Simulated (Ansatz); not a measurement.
The compound is K2InCuCl6 (Fm-3m).

```xyz
10
Lattice="0.0000 -5.0871 5.0871 -5.0871 0.0000 5.0871 -5.0871 -5.0871 0.0000" Properties=species:S:1:pos:R:3 pbc="T T T"
K    -7.6307   -7.6307    7.6307
K    -2.5436   -2.5436    2.5436
In    0.0000    0.0000    0.0000
Cu   -5.0871   -5.0871    5.0871
Cl   -2.5743   -5.0871    5.0871
Cl   -5.0871   -5.0871    2.5743
Cl   -7.6000   -5.0871    5.0871
Cl   -5.0871   -2.5743    5.0871
Cl   -5.0871   -7.6000    5.0871
Cl   -5.0871   -5.0871    7.6000
```

The cell and positions are those that the Materials Project relaxed with its own functionals (PBE, PBE+U or r2SCAN), kept fixed. The program's search for lower electronic states was switched off, so nothing shows that the state found is the lowest. PAW set soft_2, made with PBE.

A constrained-RPA run (Ansatz 0.2.0; non-magnetic LDA; Cu d + anion p, bands v22 to c1, 2×2×2 mesh, medium accuracy) builds 23 functions on bands 7.9 eV wide, with 44.0 electrons in the window. The bare on-site interaction is 26.6 eV and the bare J 0.91 eV.

**Question.** Estimate U, U′ and J.

On the Cu d shell, U = 8.20 eV (31 % of the bare value), U′ = 6.69 eV, J = 0.76 eV.

The parent state is non-magnetic and the interaction static (zero frequency); U depends on the window and the orbitals, so it belongs to this model alone. A window that holds the anion p bands defines a model with explicit ligands; its U belongs to that model and is not the U of DFT+U. The projection onto the target orbitals is poor in Cu d + anion p, so those functions are not clean atomic-like orbitals. Coarse meshes can leave U off its limit, most where the target bands are metallic.

[Paths, hosts, dates, memory and timing lines, banners, echoed tables and standing remarks are left out of the program output.]

[Logs are printed without paths, hosts, clocks, repeated set-up lines and the standing remarks that a program may print on its own settings, such as how far it seeks lower states.]

[Runs of the session that timed out or met a known fault of the program may be left out.]

[Hosts, paths, dates, database ids (printed as entryN), source tags and the programs' standing remarks are cut or masked in the printed files.]
